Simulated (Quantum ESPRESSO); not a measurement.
**MnBr2: orders under volume**

How does volume change the magnetic state of MnBr2?

Main program and level: Quantum ESPRESSO 7.5; LDA with U = 4 eV on Mn d (ortho-atomic projectors); plane waves with GBRV 1.5 LDA potentials, no spin-orbit coupling.

The database entry behind the starting cell has ideal inner coordinates that were not refined, so it need not match the best structure at ambient conditions.

## 1. Set-up

The structure is trigonal, space group P-3m1 (No. 164). Conventional cell: a = 3.820 Å, b = 3.820 Å, c = 6.190 Å, α = 90.00°, β = 90.00°, γ = 120.00°. Nearest to Mn lie 6 Br at 2.69 Å. Br has 3 Mn at 2.69 Å nearest. Farther neighbours and most contacts between anions are not listed.

The cell comes from the Crystallography Open Database.

The settings of this session are cheaper than careful work needs (see the inputs), so it shows what such settings give, not the properties of the crystal.

## 2. Volume 0.94, ferro +

All lengths scale alike; the factor is that of the volume. Atoms keep their fractional places. Seeded atoms are those given a starting moment.

File pw.in:

```
&CONTROL
  calculation = 'scf'
  prefix = 'pwscf'
  outdir = './tmp'
  pseudo_dir = './pseudo'
  disk_io = 'nowf'
  tprnfor = .true.
  tstress = .true.
/
&SYSTEM
  ibrav = 0
  nat = 3
  ntyp = 2
  ecutwfc = 40
  nbnd = 24
  occupations = 'smearing'
  smearing = 'fd'
  degauss = 0.00367493
  nspin = 2
  starting_magnetization(1) = 0.3
  starting_magnetization(2) = 0
/
&ELECTRONS
  conv_thr = 6d-09
  electron_maxstep = 150
  mixing_beta = 0.3
/
ATOMIC_SPECIES
Mn     54.9380 mn_lda_v1.5.uspp.F.UPF
Br     79.9040 br_lda_v1.4.uspp.F.UPF
CELL_PARAMETERS bohr
   7.0713909409    0.0000000000    0.0000000000
  -3.5356954704    6.1240041950    0.0000000000
   0.0000000000    0.0000000000   11.4586151633
ATOMIC_POSITIONS crystal
Mn      0.0000000000    0.0000000000    0.0000000000
Br      0.3333333333    0.6666666667    0.2500000000
Br      0.6666666667    0.3333333333    0.7500000000
K_POINTS automatic
6 6 6 0 0 0
HUBBARD {ortho-atomic}
U Mn-3d 4.0000
```

Command:

```bash
> OMP_NUM_THREADS=1 mpirun -n 2 pw.x -nk 2 -in pw.in > pw.out
```

What it wrote:

```text
Program PWSCF v.7.5 starts

     Message from routine setup:
     using ibrav=0 with symmetry is DISCOURAGED, use correct ibrav instead

     K-points division:     npool     =       2
     Subspace diagonalization in iterative solution of the eigenvalue problem:

     bravais-lattice index     =            0
     lattice parameter (alat)  =       7.0714  a.u.
     unit-cell volume          =     496.2179 (a.u.)^3
     number of atoms/cell      =            3
     number of atomic types    =            2
     number of electrons       =        29.00
     number of Kohn-Sham states=           24
     kinetic-energy cutoff     =      40.0000  Ry
     charge density cutoff     =     160.0000  Ry
     scf convergence threshold =      6.0E-09
     mixing beta               =       0.3000
     number of iterations used =            8  plain     mixing
     Exchange-correlation=  SLA  PZ   NOGX NOGC
                           (   1   1   0   0   0   0   0)
     Hubbard projectors: ortho-atomic
     Hubbard parameters of DFT+U (Dudarev formulation) in eV:
     U(Mn-3d) =  4.0000

     Internal variables: lda_plus_u =T, lda_plus_u_kind = 0

     Internal variables: orbital_resolved =F, hub_pot_fix =F, apply_U = F

     celldm(1)=   7.071391  celldm(2)=   0.000000  celldm(3)=   0.000000
     celldm(4)=   0.000000  celldm(5)=   0.000000  celldm(6)=   0.000000

     crystal axes: (cart. coord. in units of alat)
               a(1) = (   1.000000   0.000000   0.000000 )
               a(2) = (  -0.500000   0.866025   0.000000 )
               a(3) = (   0.000000   0.000000   1.620419 )

     reciprocal axes: (cart. coord. in units 2 pi/alat)
               b(1) = (  1.000000  0.577350 -0.000000 )
               b(2) = (  0.000000  1.154701  0.000000 )
               b(3) = (  0.000000 -0.000000  0.617124 )

     PseudoPot. # 1 for Mn read from file:
     mn_lda_v1.5.uspp.F.UPF
     Pseudo is Ultrasoft + core correction, Zval = 15.0

     PseudoPot. # 2 for Br read from file:
     br_lda_v1.4.uspp.F.UPF
     Pseudo is Ultrasoft + core correction, Zval =  7.0

     atomic species   valence    mass     pseudopotential
     Mn               15.00    54.93800     Mn( 1.00)
     Br                7.00    79.90400     Br( 1.00)

     Starting magnetic structure
     atomic species   magnetization
     Mn              0.300
     Br              0.000

     12 Sym. Ops., with inversion, found

   Cartesian axes

     site n.     atom                  positions (alat units)
         1        Mn     tau(   1) = (   0.0000000   0.0000000   0.0000000  )
         2        Br     tau(   2) = (  -0.0000000   0.5773503   0.4051047  )
         3        Br     tau(   3) = (   0.5000000   0.2886751   1.2153141  )

     number of k points=    34  Fermi-Dirac smearing, width (Ry)=  0.0037
                       cart. coord. in units 2pi/alat
        k(    1) = (   0.0000000   0.0000000   0.0000000), wk =   0.0046296
        k(    2) = (   0.0000000   0.0000000   0.1028541), wk =   0.0092593
        k(    3) = (   0.0000000   0.0000000   0.2057081), wk =   0.0092593
        k(    4) = (   0.0000000   0.0000000  -0.3085622), wk =   0.0046296
        k(    5) = (   0.0000000   0.1924501   0.0000000), wk =   0.0277778
        [... 29 further k-points ...]

     Dense  grid:    16937 G-vectors     FFT dimensions: (  30,  30,  48)

     Check: negative core charge=   -0.000021
     Generating pointlists ...
     new r_m :   0.2909 (alat units)  2.0573 (a.u.) for type    1
     new r_m :   0.2909 (alat units)  2.0573 (a.u.) for type    2

     Initial potential from superposition of free atoms

     starting charge      28.4999, renormalised to      29.0000

     STARTING HUBBARD OCCUPATIONS:

     =================== HUBBARD OCCUPATIONS ===================
     ------------------------ ATOM    1 ------------------------
     Tr[ns(  1)] (up, down, total) =   5.00000  0.00000  5.00000
     Atomic magnetic moment for atom   1 =   5.00000
     [... lines left out ...]
     Number of occupied Hubbard levels =    5.0000

     Atomic wfc used for Hubbard projectors are orthogonalized

     Starting wfcs are   21 randomized atomic wfcs +    3 random wfcs

     Self-consistent Calculation

     iteration #  1     ecut=    40.00 Ry     beta= 0.30
     Davidson diagonalization with overlap
     ethr =  1.00E-02,  avg # of iterations =  4.9

     =================== HUBBARD OCCUPATIONS ===================
     ------------------------ ATOM    1 ------------------------
     Tr[ns(  1)] (up, down, total) =   4.95627  0.19509  5.15135
     Atomic magnetic moment for atom   1 =   4.76118
     [... lines left out ...]
     Number of occupied Hubbard levels =    5.1514

     Threshold (ethr) on eigenvalues was too large:
     Diagonalizing with lowered threshold

     Davidson diagonalization with overlap
     ethr =  5.66E-04,  avg # of iterations =  1.6

     total energy              =    -304.34626876 Ry
     estimated scf accuracy    <       0.17721919 Ry

     total magnetization       =     5.00 Bohr mag/cell
     absolute magnetization    =     5.00 Bohr mag/cell

     iteration #  2     ecut=    40.00 Ry     beta= 0.30
     Davidson diagonalization with overlap
     ethr =  6.11E-04,  avg # of iterations =  2.0

     total energy              =    -304.37443493 Ry
     estimated scf accuracy    <       0.02153250 Ry

     total magnetization       =     5.00 Bohr mag/cell
     absolute magnetization    =     5.00 Bohr mag/cell

     [... further iterations left out ...]

     iteration #  9     ecut=    40.00 Ry     beta= 0.30
     Davidson diagonalization with overlap
     ethr =  3.29E-10,  avg # of iterations =  2.5

     negative rho (up, down):  0.000E+00 1.149E-03

     total energy              =    -304.37933753 Ry
     estimated scf accuracy    <       0.00000007 Ry

     total magnetization       =     5.00 Bohr mag/cell
     absolute magnetization    =     5.00 Bohr mag/cell

     iteration # 10     ecut=    40.00 Ry     beta= 0.30
     Davidson diagonalization with overlap
     ethr =  2.37E-10,  avg # of iterations =  2.0

     negative rho (up, down):  0.000E+00 1.149E-03

     Magnetic moment per site  (integrated on atomic sphere of radius R)
     atom   1 (R=0.291)  charge= 13.2325  magn=  4.4739
     atom   2 (R=0.291)  charge=  5.1235  magn=  0.0774
     atom   3 (R=0.291)  charge=  5.1235  magn=  0.0774

     End of self-consistent calculation

     =================== HUBBARD OCCUPATIONS ===================
     ------------------------ ATOM    1 ------------------------
     Tr[ns(  1)] (up, down, total) =   4.98519  0.29524  5.28042
     Atomic magnetic moment for atom   1 =   4.68995
     [... lines left out ...]
     Number of occupied Hubbard levels =    5.2804

     [... lines left out ...]
     the Fermi energy is     6.2891 ev

!    total energy              =    -304.37933753 Ry
     estimated scf accuracy    <          4.0E-09 Ry
     smearing contrib. (-TS)   =      -0.00000000 Ry
     internal energy E=F+TS    =    -304.37933753 Ry

     The total energy is F=E-TS. E is the sum of the following terms:
     one-electron contribution =    -191.54209307 Ry
     hartree contribution      =     105.01938456 Ry
     xc contribution           =     -78.11607093 Ry
     ewald contribution        =    -139.78209267 Ry
     Hubbard energy            =       0.04153457 Ry

     total magnetization       =     5.00 Bohr mag/cell
     absolute magnetization    =     5.00 Bohr mag/cell

     convergence has been achieved in  10 iterations

     negative rho (up, down):  0.000E+00 1.149E-03

     Forces acting on atoms (cartesian axes, Ry/au):

     atom    1 type  1   force =     0.00000000    0.00000000    0.00000000
     atom    2 type  2   force =     0.00000000    0.00000000    0.00247664
     atom    3 type  2   force =    -0.00000000   -0.00000000   -0.00247664

     Total force =     0.003502     Total SCF correction =     0.000028

     Computing stress (Cartesian axis) and pressure

     negative rho (up, down):  0.000E+00 1.149E-03
          total   stress  (Ry/bohr**3)                   (kbar)     P=       12.82
   0.00010558  -0.00000000   0.00000000           15.53       -0.00        0.00
  -0.00000000   0.00010558   0.00000000           -0.00       15.53        0.00
   0.00000000   0.00000000   0.00005027            0.00        0.00        7.39

=------------------------------------------------------------------------------=
   JOB DONE.
=------------------------------------------------------------------------------=
```

The job ended after 37 s (2 MPI ranks of Intel Xeon Platinum 8259CL at 2.50GHz (Skylake/Cascade Lake), shared host; peak memory 0.26 GiB; 74 s of CPU time).

Spin moment in the atom's sphere by atom:

| atom | spin moment in the atom's sphere (μB) |
| --- | --- |
| Mn1 | 4.47 |
| Br2 | 0.08 |
| Br3 | 0.08 |

This step gave:

```
smearing term TS       : 7.91e-11 eV
pressure               : 1.282 GPa
magnetization          : 5 μB
absolute magnetization : 5 μB
final state            : ferromagnetic
```

## 3. Volume 0.94, no spin polarisation

Edit pw.in of step 2 so:

```diff
@@ -14,3 +14,3 @@
   ecutwfc = 40
-  nbnd = 24
+  nbnd = 22
   occupations = 'smearing'
@@ -18,5 +18,2 @@
   degauss = 0.00367493
-  nspin = 2
-  starting_magnetization(1) = 0.3
-  starting_magnetization(2) = 0
 /
```

What it wrote:

```text
     [... lines left out ...]
Program PWSCF v.7.5 starts
     [... lines left out ...]
     number of atoms/cell      =            3
     [... lines left out ...]
     number of electrons       =        29.00
     number of Kohn-Sham states=           22
     kinetic-energy cutoff     =      40.0000  Ry
     charge density cutoff     =     160.0000  Ry
     scf convergence threshold =      6.0E-09
     [... lines left out ...]
     12 Sym. Ops., with inversion, found
     [... lines left out ...]
     number of k points=    34  Fermi-Dirac smearing, width (Ry)=  0.0037
     [... lines left out ...]
     iteration # 14     ecut=    40.00 Ry     beta= 0.30
     [... lines left out ...]
     Tr[ns(  1)] =   5.70060
     [... lines left out ...]
     the Fermi energy is     5.4856 ev
!    total energy              =    -304.07707769 Ry
     estimated scf accuracy    <          2.3E-09 Ry
     smearing contrib. (-TS)   =      -0.00397483 Ry
     [... lines left out ...]
     convergence has been achieved in  14 iterations
     [... lines left out ...]
     Total force =     0.080782     Total SCF correction =     0.000014
     [... lines left out ...]
          total   stress  (Ry/bohr**3)                   (kbar)     P=      -91.06
     [... lines left out ...]
```

The job ended after 21 s (2 MPI ranks; peak memory 0.21 GiB).

Read from the output:

```
smearing term TS : 0.05408 eV
pressure         : -9.106 GPa
final state      : non-magnetic (no spin polarisation)
```

## 4. Volume 1.1, ferro +

Edit pw.in of step 3 so:

```diff
@@ -14,3 +14,3 @@
   ecutwfc = 40
-  nbnd = 22
+  nbnd = 24
   occupations = 'smearing'
@@ -18,2 +18,5 @@
   degauss = 0.00367493
+  nspin = 2
+  starting_magnetization(1) = 0.3
+  starting_magnetization(2) = 0
 /
@@ -28,5 +31,5 @@
 CELL_PARAMETERS bohr
-   7.0713909409    0.0000000000    0.0000000000
-  -3.5356954704    6.1240041950    0.0000000000
-   0.0000000000    0.0000000000   11.4586151633
+   7.4517760021    0.0000000000    0.0000000000
+  -3.7258880010    6.4534273212    0.0000000000
+   0.0000000000    0.0000000000   12.0749982860
 ATOMIC_POSITIONS crystal
```

What it wrote:

```text
     [... lines left out ...]
Program PWSCF v.7.5 starts
     [... lines left out ...]
     number of atoms/cell      =            3
     [... lines left out ...]
     number of electrons       =        29.00
     number of Kohn-Sham states=           24
     kinetic-energy cutoff     =      40.0000  Ry
     charge density cutoff     =     160.0000  Ry
     scf convergence threshold =      6.0E-09
     [... lines left out ...]
     12 Sym. Ops., with inversion, found
     [... lines left out ...]
     number of k points=    34  Fermi-Dirac smearing, width (Ry)=  0.0037
     [... lines left out ...]
     iteration # 10     ecut=    40.00 Ry     beta= 0.30
     [... lines left out ...]
     Magnetic moment per site  (integrated on atomic sphere of radius R)
     atom   1 (R=0.291)  charge= 13.2946  magn=  4.5991
     atom   2 (R=0.291)  charge=  5.4152  magn=  0.0510
     atom   3 (R=0.291)  charge=  5.4152  magn=  0.0510
     [... lines left out ...]
     Tr[ns(  1)] (up, down, total) =   4.99204  0.22720  5.21924
     [... lines left out ...]
     the Fermi energy is     4.5137 ev
!    total energy              =    -304.36639936 Ry
     estimated scf accuracy    <          5.5E-09 Ry
     smearing contrib. (-TS)   =      -0.00000000 Ry
     [... lines left out ...]
     total magnetization       =     5.00 Bohr mag/cell
     absolute magnetization    =     5.00 Bohr mag/cell
     convergence has been achieved in  10 iterations
     [... lines left out ...]
     Total force =     0.041853     Total SCF correction =     0.000023
     [... lines left out ...]
          total   stress  (Ry/bohr**3)                   (kbar)     P=      -49.77
     [... lines left out ...]
```

It took 42 s on 2 MPI ranks; peak memory 0.29 GiB.

Read from the output:

| Property | Result |
| --- | --- |
| smearing term TS | 3.52e-13 eV |
| pressure | -4.977 GPa |
| magnetization | 5 μB |
| absolute magnetization | 5 μB |
| final state | ferromagnetic |
| largest moment | 4.599 μB |

## 5. A faulty input

One input was spoiled on purpose, to see how the program answers.

Edit pw.in of step 4 so:

```diff
@@ -24,3 +24,3 @@
   conv_thr = 6d-09
-  electron_maxstep = 150
+  electron_maxstep = 100
   mixing_beta = 0.3
@@ -30,6 +30,6 @@
 Br     79.9040 br_lda_v1.4.uspp.F.UPF
-CELL_PARAMETERS bohr
-   7.4517760021    0.0000000000    0.0000000000
-  -3.7258880010    6.4534273212    0.0000000000
-   0.0000000000    0.0000000000   12.0749982860
+CELL_PARAMETERS angstrom
+   3.8200000000    0.0000000000    0.0000000000
+  -1.9100000000    3.3082170425    0.0000000000
+   0.0000000000    0.0000000000    6.1900000000
 ATOMIC_POSITIONS crystal
@@ -41,2 +41,2 @@
 HUBBARD {ortho-atomic}
-U Mn-3d 4.0000
+U Mn-6f 5.0
```

What it wrote:

```text
     [... lines left out ...]
Program PWSCF v.7.5 starts
     [... lines left out ...]
     Error in routine determine_hubbard_occ (1):
     Mismatch between the requested and available manifolds
 %%%%%%%%%%%%%%%%%%%%%%%%%%%%%%%%%%%%%%%%%%%%%%%%%%%%%%%%%%%%%%%%%%%%%%%%%%%%%%
     stopping ...
```

Wall time 0.86 s (2 MPI ranks); peak memory 0.05 GiB.

The program refused the input before any cycle.

The program's message: “determine_hubbard_occ (1): Mismatch between the requested and available manifolds”

The fault put into the input: a U on a shell that the file lacks.

## 6. The series

The runs not shown differ from these in the moved quantity alone.

States, by row:

| volume | ferro + | no spin polarisation |
| --- | --- | --- |
| 0.94 | ferromagnetic | non-magnetic |
| 0.97 | ferromagnetic | non-magnetic |
| 1 | ferromagnetic | non-magnetic |
| 1.03 | ferromagnetic | non-magnetic |
| 1.06 | ferromagnetic | non-magnetic |
| 1.1 | ferromagnetic | non-magnetic |

The largest site moment, ferro + by volume:

| volume (factor) | largest site moment, ferro + (μB) |
| --- | --- |
| 0.9400 | 4.47 |
| 0.9700 | 4.50 |
| 1.0000 | 4.53 |
| 1.0300 | 4.55 |
| 1.0600 | 4.57 |
| 1.1000 | 4.60 |

Energy less that of the parallel start, no spin polarisation against volume:

| volume (factor) | energy less that of the parallel start, no spin polarisation (meV a seeded atom) |
| --- | --- |
| 0.9400 | 4112 |
| 0.9700 | 4259 |
| 1.0000 | 4392 |
| 1.0300 | 4513 |
| 1.0600 | 4624 |
| 1.1000 | 4758 |

Energy over the lowest against volume; values in meV an atom:

| volume (factor) | ferro + | no spin polarisation |
| --- | --- | --- |
| 0.9400 | 2.45 | 1373 |
| 0.9700 | 0 | 1420 |
| 1.0000 | 4.91 | 1469 |
| 1.0300 | 16.1 | 1520 |
| 1.0600 | 32.5 | 1574 |
| 1.1000 | 61.1 | 1647 |

## 7. What came out

| Quantity | Value |
| --- | --- |
| moment, parallel start | 4.47 to 4.60 μB |
| states met from these starts | ferromagnetic |

**Reading.** The moment of the parallel start goes from 4.47 μB at 0.94 to 4.60 μB at 1.1. The net moment of the cell goes from 5 to 5 μB. The radius of the spheres follows the nearest distance, so part of the change of the site moments is the spheres'. Only a parallel start was run beside the spinless one, so opposed or spiral orders, which may lie lower, are not probed.

[Logs and program files are shortened in this print: banners, set-up blocks, solver, clock and traceback lines can be left out without a mark of their own.]

[Logs are printed without paths, hosts, clocks, repeated set-up lines and the standing remarks that a program may print on its own settings, such as how far it seeks lower states.]

[Hosts, paths, dates, database ids (printed as entryN), source tags and the programs' standing remarks are cut or masked in the printed files.]

[Where a cell is said to come from a database of computed structures, the database is the Materials Project.]
